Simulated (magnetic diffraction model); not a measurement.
## Solving a magnetic structure from powder neutron data: NdAl4FeRh2

Space group Immm (no. 71), a = 3.9750 Å, b = 6.9710 Å, c = 9.6010 Å.

```
site  atom    x       y       z
  2a    Nd    0       0       0
  4j    Rh    0     1/2  0.7645
  2d    Fe    0     1/2       0
  8l    Al  1/2  0.6873  0.8396
```

This is a made-up structure (elements placed in a structure type, unrelaxed), so the numbers test the method and describe no known phase.

Only Nd and Fe are taken to order (form factors of Nd3+ and Fe2+); orders and moment sizes are assumed, and not adapted to the symmetry. Radiation: neutrons of λ = 1.594 Å, 3° to 45°; isotropic B of 0.48 Å² (Nd), 0.56 Å² (Rh), 0.81 Å² (Fe) and 0.66 Å² (Al). The intensities are simulated: I ∝ L Σ (|F_N|² + |F_M⊥|²) for unpolarised neutrons, with F_M = 2.695 fm/μB × Σ f(s) S exp(2πi Q·r) exp(−B s²) at Q = H ± k (one set where k and −k are equivalent), only the part normal to Q counting and L = 1/(sin²θ cos θ). For a modulated order the moment at position r is S exp(−2πi k·r) + c.c., with S = m/2 for a sine wave of amplitude m and S = m(u + iv)/2 for moments turning in a plane, u and v being orthogonal unit vectors in it; the phase factor of the sum at Q = H + k is then exp(2πi H·r). Form factors are spin-only for 3d ions and dipole or tabulated for f ions, scattering lengths are Sears's of 1992, and absorption is left out. A label names one of the reflections at its angle. The strongest nuclear line in the range is 100, and lines under 0.2 are left out.

Above the ordering temperature:

| 2θ (°) | index | I |
| --- | --- | --- |
| 16.25 | (0 1 1) | 14.4 |
| 25.07 | (1 0 1) | 22.6 |
| 26.44 | (0 2 0) | 31.9 |
| 26.69 | (1 1 0) | 11.4 |
| 31.81 | (0 1 3) | 5.5 |
| 32.83 | (0 2 2) | 10.7 |
| 33.04 | (1 1 2) | 13.1 |
| 36.75 | (1 2 1) | 100.0 |
| 37.29 | (1 0 3) | 67.8 |
| 38.79 | (0 0 4) | 15.6 |
| 41.33 | (0 3 1) | 1.2 |

Below it (cell unchanged):

| 2θ (°) | I |
| --- | --- |
| 14.96 | 3.4 |
| 16.25 | 14.4 |
| 17.76 | 4.6 |
| 25.07 | 22.6 |
| 26.44 | 31.9 |
| 26.69 | 11.4 |
| 26.80 | 6.0 |
| 29.58 | 2.5 |
| 31.65 | 4.3 |
| 31.81 | 5.5 |
| 32.83 | 10.7 |
| 33.04 | 13.1 |
| 34.08 | 1.8 |
| 34.55 | 3.5 |
| 36.75 | 100.0 |
| 37.29 | 67.8 |
| 38.79 | 15.6 |
| 41.33 | 1.2 |

**Question.** Find the propagation vector, then choose among these models:
A. a sine wave with moments along [001] (amplitudes given), 1.9 μB on Nd and 2.2 μB on Fe; signs + at (0, 0, 0), − at (0, 1/2, 0)
B. a sine wave with moments along [100] (amplitudes given), 1.9 μB on Nd and 2.2 μB on Fe; signs + at (0, 0, 0), − at (0, 1/2, 0)
C. a sine wave with moments along [010] (amplitudes given), 1.9 μB on Nd and 2.2 μB on Fe; signs + at (0, 0, 0), − at (0, 1/2, 0)
D. moments turning in the plane of [001] and [100], 1.9 μB on Nd and 2.2 μB on Fe; signs + at (0, 0, 0), − at (0, 1/2, 0)

The new lines index as (0 1 3/4) at 14.96°, (0 1 5/4) at 17.76°, (1 1 1/4) at 26.80° and (0 1 11/4) at 29.58°, that is as H ± k with k = (0 0 1/4). Satellites come in pairs about each point of the reciprocal lattice. Below the range, at 2.38°, lies the magnetic line (0 0 1/4) with 2.

Magnetic intensity, observed (below minus above) and for each model:

| 2θ (°) | index | observed | A | B | C | D |
| --- | --- | --- | --- | --- | --- | --- |
| 14.96 | (0 1 3/4) | 3.4 | 11.5 | 15.0 | 3.4 | 26.5 |
| 17.76 | (0 1 5/4) | 4.6 | 5.6 | 10.3 | 4.6 | 15.9 |
| 26.80 | (1 1 1/4) | 6.0 | 7.8 | 2.0 | 6.0 | 9.8 |
| 29.58 | (0 1 11/4) | 2.5 | 0.6 | 3.1 | 2.5 | 3.7 |
| 31.65 | (1 1 7/4) | 4.3 | 3.7 | 2.4 | 4.3 | 6.1 |
| 34.55 | (1 1 9/4) | 3.5 | 2.5 | 2.2 | 3.5 | 4.7 |
| 40.80 | (0 3 3/4) | <0.2 | 1.2 | 1.3 | <0.2 | 2.5 |
| 42.00 | (0 3 5/4) | <0.2 | 1.1 | 1.2 | <0.2 | 2.3 |

Model C matches.

The structure used: k = (0 0 1/4), a sine wave with moments along [010] (amplitudes given), 1.9 μB on Nd and 2.2 μB on Fe; signs + at (0, 0, 0), − at (0, 1/2, 0).

[Logs are printed without paths, hosts, clocks, repeated set-up lines and the standing remarks that a program may print on its own settings, such as how far it seeks lower states.]
